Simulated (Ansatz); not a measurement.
**Electron scattering at the Σ5 (210) boundary in fcc Pt, starting shift (0.5, 0.5)**

How much does the Σ5 (210) boundary in fcc Pt, starting shift (0.5, 0.5) reflect electrons?

Main program and level: Ansatz 0.2.0; Ansatz plane-wave DFT, PBE, PAW files; relaxation of a bicrystal slab with its lowest layers held; PAW set soft_1, in the first sound run; inputs show where later runs differ.

## 1. Starting point

The cell holds 21 atoms: 21 Pt. Its edges and angles: a = 4.803 Å, b = 3.922 Å, c = 29.416 Å, α = 90.0°, β = 90.0°, γ = 65.9°. It derives from Pt. built on the (2 1 0) plane; 2 overlapping atoms removed and the grains opened by 0 Å. Vacuum lies along c.

## 2. Relaxing the bicrystal

The boundary is built by mirroring the lower grain in the boundary plane and removing any atoms that overlap. A thin bicrystal slab is relaxed first, with the lowest layers held and the upper grain free to shift and open.

The input, input.yaml:

```yaml
crystal:
  lattice:
    - [4.8032044366, 0.0, 0.0]
    - [1.6010681455, 3.58009721, 0.0]
    - [0.0, 0.0, 29.4157639274]
  atoms:
    - { symbol: Pt, position: [0.6, 0.7, 0.1699768876] }
    - { symbol: Pt, position: [0.2, 0.4, 0.1997888327] }
    - { symbol: Pt, position: [0.8, 0.1, 0.2296007779] }
    - { symbol: Pt, position: [0.4, 0.8, 0.259412723] }
    - { symbol: Pt, position: [0.0, 0.5, 0.2892246681] }
    - { symbol: Pt, position: [0.6, 0.2, 0.3190366132] }
    - { symbol: Pt, position: [0.2, 0.9, 0.3488485583] }
    - { symbol: Pt, position: [0.8, 0.6, 0.3786605034] }
    - { symbol: Pt, position: [0.4, 0.3, 0.4084724485] }
    - { symbol: Pt, position: [0.0, 0.0, 0.4382843936] }
    - { symbol: Pt, position: [0.3, 0.1, 0.4979082838] }
    - { symbol: Pt, position: [0.7, 0.4, 0.5277202289] }
    - { symbol: Pt, position: [0.1, 0.7, 0.557532174] }
    - { symbol: Pt, position: [0.5, 0.0, 0.5873441191] }
    - { symbol: Pt, position: [0.9, 0.3, 0.6171560642] }
    - { symbol: Pt, position: [0.3, 0.6, 0.6469680093] }
    - { symbol: Pt, position: [0.7, 0.9, 0.6767799544] }
    - { symbol: Pt, position: [0.1, 0.2, 0.7065918995] }
    - { symbol: Pt, position: [0.5, 0.5, 0.7364038446] }
    - { symbol: Pt, position: [0.9, 0.8, 0.7662157897] }
    - { symbol: Pt, position: [0.3, 0.1, 0.7960277348] }
kpoints:
  mp_grid: { grid: [7, 7, 1] }
hamiltonian:
  xc: pbe
  pseudopotentials: { kind: paw, azcp: { folder: soft_1 } }
scf:
  occupations: { method: fermi_dirac, width: 0.1 }
relax:
  f_tol: 0.03
  max_steps: 80
  constraints: [{ sites: [0, 1, 2, 3] }]
```

Command:

```sh
$ ansatz run input.yaml --threads 4 --pin off --max-ram 15360MiB --backend cpu --events-out ev --progress --plain --runs-dir out
```

Numbers of over 12 decimals in the logs are rounded to 6 here.

Output:

```text
Engine: ansatz 0.2.0, aarch64-unknown-linux-gnu
Pseudopotentials: kind: paw
Pseudopotential: Pt, paw, valence charge 18, recommended cutoff 420 eV (normal), soft_1/Pt.paw.azcp
Functional definition: PBE
  parameter kappa = 0.804
  parameter beta = 0.066725
  exchange = pbe_x(kappa = kappa, mu = beta*pi^2/3)
  correlation = pbe_c(beta = beta)
Crystal: 21 atoms, lattice volume = 505.832 Å³
Basis set: ecut = 420 eV, 9823 PW (Γ), exchange–correlation on 72×54×400 points (8 copies of the dense FFT grid, shifted against one another)
Bands: 227, of which v1, the nominal top of the filled ones, is band 189 counted from 1 (188 counted from 0)
Symmetry: 1 space group operations
Space group: P1 (ITA 1), of the structure as read, at distance tolerance 8.0e-5 Å
k-points: 25 of 49 (time reversal used)
Non-local potential: Pt, projectors of the file, l = 0: 3, l = 1: 2, l = 2: 2, l = 3: 1
PAW form: soft (Blöchl's): semilocal exchange-correlation on the pseudo side does not see the compensation charge
PAW one-centre angular grid: Pt, 590 points (default); XC on 64 Gauss nodes
Initial density: superposition of atomic densities (neutral atoms: chi_scale 0, normalization atom)
Initial wavefunctions: pseudopotential atomic-orbital guess
Functional: x = pbe(κ = 0.804, μ = 0.219515), c = pbe(β = 0.066725)
SCF iter   1: F=—  HF=-263020.345413 eV  |F-HF|=—  |Δ(HF+E_count)|=         —  Δρ=7.11e-2  dr2=4.00e1  ethr=3.10e-3  ⟨swp⟩=6.0  Hψ=20211  notcnv=0  defer=182
preconditioner: auto → LDOS  [metal: Δε(μ)=0.003 eV  Ē_g=7.487 eV  σ=0.100 eV  W_gap=0.01  n_scr=134 (ndim 8)  ℏωp=23.9 eV  f_vac=0.306  D(μ)=32.87/eV (n_scr^D=338)  β→1.0]
SCF iter   2: F=—  HF=-263019.292077 eV  |F-HF|=—  |Δ(HF+E_count)|=    1.05e0  Δρ=6.01e-2  dr2=1.92e1  ethr=3.10e-3  ⟨swp⟩=3.0  Hψ=14093  notcnv=0  defer=419
SCF iter   3: F=—  HF=-263013.358707 eV  |F-HF|=—  |Δ(HF+E_count)|=    5.93e0  Δρ=1.10e-2  dr2=1.48e0  ethr=3.10e-3  ⟨swp⟩=2.0  Hψ=10840  notcnv=0  defer=446
SCF iter   4: F=—  HF=-263013.178602 eV  |F-HF|=—  |Δ(HF+E_count)|=   1.80e-1  Δρ=2.34e-3  dr2=1.68e-1  ethr=3.92e-4  ⟨swp⟩=2.3  Hψ=9697  notcnv=0  defer=432
SCF iter   5: F=—  HF=-263013.165369 eV  |F-HF|=—  |Δ(HF+E_count)|=   1.32e-2  Δρ=1.17e-3  dr2=1.57e-2  ethr=4.46e-5  ⟨swp⟩=2.0  Hψ=7473  notcnv=0  defer=432
SCF iter   6: F=—  HF=-263013.163873 eV  |F-HF|=—  |Δ(HF+E_count)|=   1.50e-3  Δρ=3.75e-4  dr2=1.76e-3  ethr=4.15e-6  ⟨swp⟩=2.1  Hψ=7765  notcnv=0  defer=432
SCF iter   7: F=—  HF=-263013.163739 eV  |F-HF|=—  |Δ(HF+E_count)|=   1.33e-4  Δρ=1.86e-4  dr2=5.14e-4  ethr=4.66e-7  ⟨swp⟩=2.0  Hψ=7805  notcnv=0  defer=432
SCF iter   8: F=—  HF=-263013.163720 eV  |F-HF|=—  |Δ(HF+E_count)|=   1.89e-5  Δρ=7.02e-5  dr2=8.52e-5  ethr=1.36e-7  ⟨swp⟩=2.2  Hψ=7851  notcnv=0  defer=432
SCF iter   9: F=-263013.163706 eV  HF=-263013.163714 eV  |F-HF|=8.70e-6  |Δ(HF+E_count)|=   5.88e-6  Δρ=2.65e-5  dr2=9.79e-6  ethr=5.95e-9  ⟨swp⟩=4.6  Hψ=17939  notcnv=0
SCF 1 converged in 9 iterations: F = -263013.163706 eV  dr2 = 9.79e-6
  greatest PAW one-centre occupation: 1.000 electrons in one spin orbital (limit 2), on the Pt atom at site 13 (counted from 0), in its partial waves of l = 0
relax step   1: F+E_penalty+E_count = -263013.16370558 eV  Δ(F+E_penalty+E_count) = +0.000e0 eV  max|allowed force component| = 1.732e0 eV/Å  Δτ_max = 0.0000 Å  (9 SCF iters, dr2 threshold 2.25e-5 eV, accepted)
Initial density: handed on by an earlier stage of this run
Initial wavefunctions: those handed on with the density
iter 1 solved again at ethr=7.07e-4 eV; its pass at ethr=3.10e-3 eV (dr2=2.67e0 eV) is discarded
SCF iter   1: F=—  HF=-263014.031450 eV  |F-HF|=—  |Δ(HF+E_count)|=         —  Δρ=1.47e-2  dr2=2.52e0  ethr=7.07e-4  ⟨swp⟩=1.1  Hψ=18844  notcnv=0  defer=434
preconditioner: auto → LDOS  [metal: Δε(μ)=0.003 eV  Ē_g=7.545 eV  σ=0.100 eV  W_gap=0.01  n_scr=134 (ndim 8)  ℏωp=23.9 eV  f_vac=0.305  D(μ)=35.42/eV (n_scr^D=382)  β→1.0]
SCF iter   2: F=—  HF=-263013.968492 eV  |F-HF|=—  |Δ(HF+E_count)|=   6.30e-2  Δρ=5.55e-3  dr2=2.39e-1  ethr=6.67e-4  ⟨swp⟩=2.0  Hψ=8198  notcnv=0  defer=434
SCF iter   3: F=—  HF=-263013.922570 eV  |F-HF|=—  |Δ(HF+E_count)|=   4.59e-2  Δρ=2.80e-3  dr2=1.64e-1  ethr=6.33e-5  ⟨swp⟩=3.0  Hψ=11470  notcnv=0  defer=434
SCF iter   4: F=—  HF=-263013.904896 eV  |F-HF|=—  |Δ(HF+E_count)|=   1.77e-2  Δρ=1.60e-3  dr2=4.23e-2  ethr=4.34e-5  ⟨swp⟩=1.4  Hψ=6230  notcnv=0  defer=434
SCF iter   5: F=—  HF=-263013.900959 eV  |F-HF|=—  |Δ(HF+E_count)|=   3.94e-3  Δρ=5.20e-4  dr2=4.18e-3  ethr=1.12e-5  ⟨swp⟩=2.0  Hψ=7996  notcnv=0  defer=436
SCF iter   6: F=—  HF=-263013.900753 eV  |F-HF|=—  |Δ(HF+E_count)|=   2.06e-4  Δρ=1.82e-4  dr2=4.01e-4  ethr=1.11e-6  ⟨swp⟩=1.9  Hψ=6909  notcnv=0  defer=436
SCF iter   7: F=-263013.900625 eV  HF=-263013.900705 eV  |F-HF|=7.95e-5  |Δ(HF+E_count)|=   4.77e-5  Δρ=7.66e-5  dr2=8.63e-5  ethr=2.65e-8  ⟨swp⟩=3.1  Hψ=21142  notcnv=0
SCF 2 converged in 7 iterations: F = -263013.900625 eV  dr2 = 8.63e-5
  greatest PAW one-centre occupation: 1.000 electrons in one spin orbital (limit 2), on the Pt atom at site 10 (counted from 0), in its partial waves of l = 0
relax step   2: F+E_penalty+E_count = -263013.90062543 eV  Δ(F+E_penalty+E_count) = -7.369e-1 eV  max|allowed force component| = 5.968e-1 eV/Å  Δτ_max = 0.1920 Å  (7 SCF iters, dr2 threshold 1.00e-4 eV, accepted)
iter 1 solved again at ethr=4.26e-4 eV; its pass at ethr=3.10e-3 eV (dr2=1.61e0 eV) is discarded
SCF iter   1: F=—  HF=-263014.251434 eV  |F-HF|=—  |Δ(HF+E_count)|=         —  Δρ=1.56e-2  dr2=1.60e0  ethr=4.26e-4  ⟨swp⟩=1.1  Hψ=21446  notcnv=0  defer=426
preconditioner: auto → LDOS  [metal: Δε(μ)=0.001 eV  Ē_g=7.531 eV  σ=0.100 eV  W_gap=0.00  n_scr=134 (ndim 8)  ℏωp=23.9 eV  f_vac=0.304  D(μ)=35.29/eV (n_scr^D=382)  β→1.0]
SCF iter   2: F=—  HF=-263014.162348 eV  |F-HF|=—  |Δ(HF+E_count)|=   8.91e-2  Δρ=4.97e-3  dr2=1.94e-1  ethr=4.23e-4  ⟨swp⟩=2.0  Hψ=8733  notcnv=0  defer=426
SCF iter   3: F=—  HF=-263014.112691 eV  |F-HF|=—  |Δ(HF+E_count)|=   4.97e-2  Δρ=1.91e-3  dr2=3.31e-2  ethr=5.12e-5  ⟨swp⟩=2.9  Hψ=11061  notcnv=0  defer=426
SCF iter   4: F=—  HF=-263014.104273 eV  |F-HF|=—  |Δ(HF+E_count)|=   8.42e-3  Δρ=5.39e-4  dr2=2.76e-3  ethr=8.77e-6  ⟨swp⟩=2.9  Hψ=9013  notcnv=0  defer=426
SCF iter   5: F=—  HF=-263014.102924 eV  |F-HF|=—  |Δ(HF+E_count)|=   1.35e-3  Δρ=1.60e-4  dr2=3.58e-4  ethr=7.31e-7  ⟨swp⟩=2.1  Hψ=9625  notcnv=0  defer=438
SCF iter   6: F=—  HF=-263014.102901 eV  |F-HF|=—  |Δ(HF+E_count)|=   2.22e-5  Δρ=9.47e-5  dr2=1.17e-4  ethr=9.46e-8  ⟨swp⟩=1.9  Hψ=7708  notcnv=0  defer=438
SCF iter   7: F=—  HF=-263014.102893 eV  |F-HF|=—  |Δ(HF+E_count)|=   8.05e-6  Δρ=4.24e-5  dr2=2.30e-5  ethr=3.09e-8  ⟨swp⟩=1.4  Hψ=6183  notcnv=0  defer=438
SCF iter   8: F=-263014.102891 eV  HF=-263014.102892 eV  |F-HF|=1.35e-6  |Δ(HF+E_count)|=   1.01e-6  Δρ=9.66e-6  dr2=1.56e-6  ethr=5.89e-9  ⟨swp⟩=4.0  Hψ=15800  notcnv=0
SCF 3 converged in 8 iterations: F = -263014.102891 eV  dr2 = 1.56e-6
relax step   3: F+E_penalty+E_count = -263014.10289104 eV  Δ(F+E_penalty+E_count) = -2.023e-1 eV  max|allowed force component| = 2.421e-1 eV/Å  Δτ_max = 0.1779 Å  (8 SCF iters, dr2 threshold 2.23e-5 eV, accepted)
[...]
relax step   4: F+E_penalty+E_count = -263014.19274418 eV  Δ(F+E_penalty+E_count) = -8.985e-2 eV  max|allowed force component| = 1.615e-1 eV/Å  Δτ_max = 0.2000 Å  (8 SCF iters, dr2 threshold 6.96e-6 eV, accepted)
[...]
relax step   5: F+E_penalty+E_count = -263014.22944531 eV  Δ(F+E_penalty+E_count) = -3.670e-2 eV  max|allowed force component| = 8.604e-2 eV/Å  Δτ_max = 0.1789 Å  (8 SCF iters, dr2 threshold 4.29e-6 eV, accepted)
[...]
relax step   6: F+E_penalty+E_count = -263014.24988136 eV  Δ(F+E_penalty+E_count) = -2.044e-2 eV  max|allowed force component| = 3.256e-2 eV/Å  Δτ_max = 0.1983 Å  (8 SCF iters, dr2 threshold 2.10e-6 eV, accepted)
iter 1 solved again at ethr=5.52e-4 eV; its pass at ethr=3.10e-3 eV (dr2=2.09e0 eV) is discarded
SCF iter   1: F=—  HF=-263014.372238 eV  |F-HF|=—  |Δ(HF+E_count)|=         —  Δρ=1.35e-2  dr2=1.43e0  ethr=5.52e-4  ⟨swp⟩=1.2  Hψ=19168  notcnv=0  defer=435
eigensolver tolerance schedule: the retry pair's looser diagonalisation over-reported the residual by 0.46 of it (diagonalisation noise at 0.11 of the residual, at the tolerance the schedule requests for it); recorded, not acted on — ethr = c·dr2/N_el stays at c = 1.0e-1
preconditioner: auto → LDOS  [metal: Δε(μ)=0.007 eV  Ē_g=7.524 eV  σ=0.100 eV  W_gap=0.02  n_scr=134 (ndim 8)  ℏωp=23.9 eV  f_vac=0.305  D(μ)=36.15/eV (n_scr^D=402)  β→1.0]
SCF iter   2: F=—  HF=-263014.292805 eV  |F-HF|=—  |Δ(HF+E_count)|=   7.94e-2  Δρ=4.03e-3  dr2=1.37e-1  ethr=3.79e-4  ⟨swp⟩=2.0  Hψ=8496  notcnv=0  defer=435
SCF iter   3: F=—  HF=-263014.263013 eV  |F-HF|=—  |Δ(HF+E_count)|=   2.98e-2  Δρ=1.77e-3  dr2=1.80e-2  ethr=3.64e-5  ⟨swp⟩=2.9  Hψ=11167  notcnv=0  defer=435
SCF iter   4: F=—  HF=-263014.256620 eV  |F-HF|=—  |Δ(HF+E_count)|=   6.39e-3  Δρ=6.04e-4  dr2=2.06e-3  ethr=4.77e-6  ⟨swp⟩=2.8  Hψ=9675  notcnv=0  defer=435
SCF iter   5: F=—  HF=-263014.255856 eV  |F-HF|=—  |Δ(HF+E_count)|=   7.64e-4  Δρ=1.52e-4  dr2=2.05e-4  ethr=5.44e-7  ⟨swp⟩=2.0  Hψ=9414  notcnv=0  defer=435
SCF iter   6: F=—  HF=-263014.255855 eV  |F-HF|=—  |Δ(HF+E_count)|=   1.31e-6  Δρ=5.53e-5  dr2=3.29e-5  ethr=5.42e-8  ⟨swp⟩=2.2  Hψ=8393  notcnv=0  defer=435
SCF iter   7: F=—  HF=-263014.255019 eV  |F-HF|=—  |Δ(HF+E_count)|=   8.36e-4  Δρ=2.25e-5  dr2=7.76e-6  ethr=8.71e-9  ⟨swp⟩=2.0  Hψ=8614  notcnv=0  defer=438
SCF iter   8: F=—  HF=-263014.255018 eV  |F-HF|=—  |Δ(HF+E_count)|=   8.97e-7  Δρ=7.93e-6  dr2=5.78e-7  ethr=2.05e-9  ⟨swp⟩=2.0  Hψ=7921  notcnv=0  defer=438
SCF iter   9: F=-263014.255018 eV  HF=-263014.255018 eV  |F-HF|=5.54e-8  |Δ(HF+E_count)|=   7.68e-9  Δρ=3.03e-6  dr2=8.37e-8  ethr=2.65e-11  ⟨swp⟩=5.0  Hψ=20663  notcnv=0
SCF 7 converged in 9 iterations: F = -263014.255018 eV  dr2 = 8.37e-8
relax step   7: F+E_penalty+E_count = -263014.25501781 eV  Δ(F+E_penalty+E_count) = -5.136e-3 eV  max|allowed force component| = 1.981e-2 eV/Å  Δτ_max = 0.1564 Å  (9 SCF iters, accepted)
SCF converged after 9 iterations
Free energy (F): -263014.255018 eV
Harris-Foulkes:  -263014.255018 eV  (|F-HF|=5.54e-8)
Internal energy: -263013.094022 eV  (E = F + TS)
E sigma→0 (E₀):  -263013.674520 eV
Entropy (-TS):   -1.160996 eV (-55.286 meV/atom)
Fermi energy:    12.566629 eV
--- Per-component energies (eV) ---
  E_band       = -6667.792504
  E_kinetic    = 12514.681632
  E_local      = -439284.575413  (includes V_loc(G=0)·N_el)
  E_nonlocal   = 4280.610140
  E_hartree    = 214084.525252
  E_xc         = -4865.623725
  E_vxc        = -5680.513149  (∫ρ·V_xc dr)
  E_paw        = -199159.960627  (= ΣΔE_a)
  E_vpaw       = -6667.146387  (= ΣTr[D̂ρ^β])
  E_aug_tail   = 0.023633  (compensation charges beyond the density's cutoff)
  E_ewald      = 149417.225086
  E_smearing   = -1.160996  (= −TS)
  E_closure    = 0.000000  (closes the sum)
  Σ components = -263014.255018   (vs F -263014.255018, Δ=0.00e0)
--- Forces (eV/Å), atoms counted from 1 ---
  atom   1  Pt    -0.11296834     0.04998068     0.95165678
  atom   2  Pt     0.09354586    -0.05552760    -0.61279591
  atom   3  Pt     0.17191549    -0.05756519    -0.75147058
  atom   4  Pt    -0.16015134     0.05063253     0.41400257
  atom   5  Pt     0.00507950    -0.00229298    -0.00262674
  atom   6  Pt    -0.00355966     0.00162099     0.01141580
  atom   7  Pt     0.00333621    -0.00219304     0.00211489
  atom   8  Pt    -0.00805126     0.00329267    -0.00453629
  atom   9  Pt    -0.00086615     0.00341213     0.00224362
  atom  10  Pt     0.01268871     0.01344748    -0.00218930
  atom  11  Pt     0.00204682    -0.00441273    -0.00133600
  atom  12  Pt     0.00188965    -0.00755588     0.01151781
  atom  13  Pt    -0.00862361     0.00544435    -0.01980933
  atom  14  Pt     0.01170343    -0.00740526    -0.01588470
  atom  15  Pt    -0.00824636     0.00390268    -0.01156547
  atom  16  Pt    -0.00136751     0.00306633     0.00735204
  atom  17  Pt     0.00251960    -0.00058954    -0.00348663
  atom  18  Pt     0.00618837    -0.00280584     0.01629698
  atom  19  Pt    -0.00978344     0.00466444     0.00812080
  atom  20  Pt     0.00383928    -0.00055410     0.00553018
  atom  21  Pt    -0.00098604     0.00141813    -0.00453665
  max |Σ_I F_I| component: 1.49e-4 eV/Å
--- Relaxed structure (7 steps of the walk, 7 accepted, 0 SCFs on fresh bases) ---
  F+E_penalty+E_count = -263014.25501781 eV   max|allowed force component| = 1.981e-2 eV/Å
  atoms:
    - { symbol: Pt, position: [0.600000, 0.7, 0.1699768876] }
    - { symbol: Pt, position: [0.2, 0.4, 0.199789] }
    - { symbol: Pt, position: [0.800000, 0.1, 0.2296007779] }
    - { symbol: Pt, position: [0.4, 0.8, 0.259412723] }
    - { symbol: Pt, position: [-0.00824883, 0.504226, 0.291148] }
    - { symbol: Pt, position: [0.588839, 0.205291, 0.321969] }
    - { symbol: Pt, position: [0.185065, 0.906271, 0.351913] }
    - { symbol: Pt, position: [0.783977, 0.607256, 0.384893] }
    - { symbol: Pt, position: [0.388528, 0.310655, 0.412357] }
    - { symbol: Pt, position: [-0.0074172, -0.012736, 0.444856] }
    - { symbol: Pt, position: [0.467166, 0.062296, 0.494388] }
    - { symbol: Pt, position: [0.862585, 0.381935, 0.521118] }
    - { symbol: Pt, position: [0.252886, 0.679144, 0.551579] }
    - { symbol: Pt, position: [0.659223, -0.026539, 0.583723] }
    - { symbol: Pt, position: [1.064679, 0.272058, 0.614257] }
    - { symbol: Pt, position: [0.465826, 0.571631, 0.644974] }
    - { symbol: Pt, position: [0.860605, 0.873944, 0.675954] }
    - { symbol: Pt, position: [0.264573, 0.173364, 0.704715] }
    - { symbol: Pt, position: [0.684844, 0.463212, 0.739787] }
    - { symbol: Pt, position: [1.074606, 0.768901, 0.769682] }
    - { symbol: Pt, position: [0.465129, 0.073539, 0.791941] }
```

Elapsed: 19 min, on 4 threads of Arm Neoverse N1, shared host; peak memory 3.4 GiB; 76 min of CPU time.

Relaxation path:

| step | energy less that of the first step (eV) | largest force component (eV/Å) |
| --- | --- | --- |
| 1 | 0.0000 | 1.7322 |
| 2 | -0.7369 | 0.5968 |
| 3 | -0.9392 | 0.2421 |
| 4 | -1.0290 | 0.1615 |
| 5 | -1.0657 | 0.0860 |
| 6 | -1.0862 | 0.0326 |
| 7 | -1.0913 | 0.0198 |

The atoms that moved most (Å):

| atom | dx | dy | dz | length |
| --- | --- | --- | --- | --- |
| Pt19 | 0.829 | -0.132 | 0.100 | 0.845 |
| Pt20 | 0.789 | -0.111 | 0.102 | 0.803 |
| Pt12 | 0.752 | -0.065 | -0.194 | 0.779 |
| Pt21 | 0.751 | -0.095 | -0.120 | 0.766 |
| Pt11 | 0.743 | -0.135 | -0.104 | 0.762 |
| Pt16 | 0.751 | -0.102 | -0.059 | 0.760 |
| Pt15 | 0.746 | -0.100 | -0.085 | 0.758 |
| Pt18 | 0.748 | -0.095 | -0.055 | 0.756 |

Numbers from this step:

```yaml
free_energy: -263014.2550 eV
energy_at_zero_smearing: -263013.6745 eV
fermi_energy: 12.57 eV
```

The largest force component on a free atom ends at 0.020 eV/Å, under the tolerance of 0.03, after 7 steps.

(Part 1 of 3 ends here.)

[Logs are printed without paths, hosts, clocks, repeated set-up lines and the standing remarks that a program may print on its own settings, such as how far it seeks lower states.]

[Hosts, paths, dates, database ids (printed as entryN), source tags and the programs' standing remarks are cut or masked in the printed files.]
